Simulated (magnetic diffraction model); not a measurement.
# Dy₂NiTe₄ below its ordering temperature

Space group I-42d (no. 122), a = 8.4410 Å, c = 9.0080 Å.

```csv
site,atom,x,y,z
8d,Dy,1/4,0.1396,7/8
16e,Te,0.8036,0.9258,0.1834
4b,Ni,0,0,1/2
```

The compound is invented for this exercise: a known structure type with other elements, its cell scaled to their sizes and not relaxed.

Only Dy is taken to order (form factors of Dy3+); orders and moment sizes are assumed, and not adapted to the symmetry. Radiation: neutrons of λ = 1.594 Å (absorption by Dy left out), 5° to 35°; isotropic B of 0.11 Å² (Dy), 0.14 Å² (Te) and 0.18 Å² (Ni). Simulated constant-wavelength pattern: nuclear and magnetic terms add, the magnetic one as |2.695 fm × Σ f S⊥ exp(2πi Q·r) exp(−B s²)|², summed over all Q at one angle with the factor 1/(sin²θ cos θ). For collinear order S is the moment m, which repeats by lattice and centring translations R with the sign exp(−2πi k·R). Free-ion form factors, Sears's scattering lengths of 1992, no absorption; a label names one of the reflections at its angle. The strongest nuclear line in the range is 100, and lines under 0.2 are left out.

Above the ordering temperature:

```
2θ (°)    index      I
 14.87  (1 0 1)    4.9
 21.77  (2 0 0)   14.2
 25.62  (1 1 2)   56.2
 26.47  (2 1 1)   77.1
 30.00  (2 0 2)    0.4
 30.98  (2 2 0)    1.6
 32.73  (1 0 3)   77.9
 34.53  (3 0 1)   85.0
 34.74  (3 1 0)  100.0
```

Below it (cell unchanged):

```
2θ (°)      I
  7.42  116.3
 13.14   30.3
 14.87    4.9
 16.20    3.8
 17.07   57.7
 19.53   22.7
 20.26   25.1
 21.77   14.2
 22.38    4.9
 23.03   14.4
 24.93    3.8
 25.62   56.2
 26.14    1.2
 26.47   77.1
 27.25    7.7
 27.79   25.1
 28.38   22.6
 29.91    5.4
 30.00    0.4
 30.45    2.0
 30.98    1.6
 31.42   25.1
 32.41    3.8
 32.73   77.9
 33.33   10.7
 33.78    8.5
 34.27    2.0
 34.53   85.0
 34.74  100.0
```

**Question.** Check that the new lines index with k = (0 1/2 1/2), then choose among these models:
A. collinear moments along [111], 6.8 μB on Dy; signs + at (1/4, 0.1396, 7/8), + at (0.1396, 3/4, 1/8), − at (1/4, 0.3604, 3/8), + at (0.3604, 3/4, 5/8)
B. collinear moments along [101], 6.8 μB on Dy; signs + at (1/4, 0.1396, 7/8), + at (0.1396, 3/4, 1/8), + at (1/4, 0.3604, 3/8), − at (0.3604, 3/4, 5/8)
C. collinear moments along [111], 6.8 μB on Dy; signs + at (1/4, 0.1396, 7/8), + at (0.1396, 3/4, 1/8), + at (1/4, 0.3604, 3/8), − at (0.3604, 3/4, 5/8)
D. collinear moments along [101], 6.8 μB on Dy; signs + at (1/4, 0.1396, 7/8), + at (0.1396, 3/4, 1/8), − at (1/4, 0.3604, 3/8), + at (0.3604, 3/4, 5/8)

The new lines index as (0 1/2 1/2) at 7.42°, (1 1/2 -1/2) at 13.14°, (0 1/2 -3/2) at 16.20° and (0 3/2 -1/2) at 17.07°, that is as H ± k with k = (0 1/2 1/2), one of 4 inequivalent arms of its star (k and −k counted as one), which a powder can't tell apart. Half indices mean that the moments reverse under translations with k·R a half-integer, and the magnetic cell has twice the primitive volume.

Magnetic intensity, observed (below minus above) and for each model:

| 2θ (°) | index | observed | A | B | C | D |
| --- | --- | --- | --- | --- | --- | --- |
| 7.42 | (0 1/2 1/2) | 116.3 | 49.8 | 234.3 | 100.3 | 116.3 |
| 13.14 | (1 1/2 -1/2) | 30.3 | 42.5 | 12.5 | 24.1 | 30.3 |
| 17.07 | (0 3/2 -1/2) | 57.7 | 52.8 | 7.5 | 6.8 | 57.7 |
| 24.93 | (1 3/2 -3/2) | 3.8 | 7.7 | 40.8 | 45.2 | 3.8 |
| 27.79 | (0 5/2 1/2) | 25.1 | 18.8 | 18.4 | 13.3 | 25.1 |
| 28.38 | (1 1/2 -5/2) | 22.6 | 28.7 | 3.9 | 10.3 | 22.6 |
| 29.91 | (1 5/2 -1/2) | 5.4 | 4.2 | 23.1 | 23.0 | 5.4 |
| 31.42 | (2 3/2 3/2) | 25.1 | 25.1 | 8.4 | 8.1 | 25.1 |

Model D matches.

The structure used: k = (0 1/2 1/2), collinear moments along [101], 6.8 μB on Dy; signs + at (1/4, 0.1396, 7/8), + at (0.1396, 3/4, 1/8), − at (1/4, 0.3604, 3/8), + at (0.3604, 3/4, 5/8).

[Logs are printed without paths, hosts, clocks, repeated set-up lines and the standing remarks that a program may print on its own settings, such as how far it seeks lower states.]
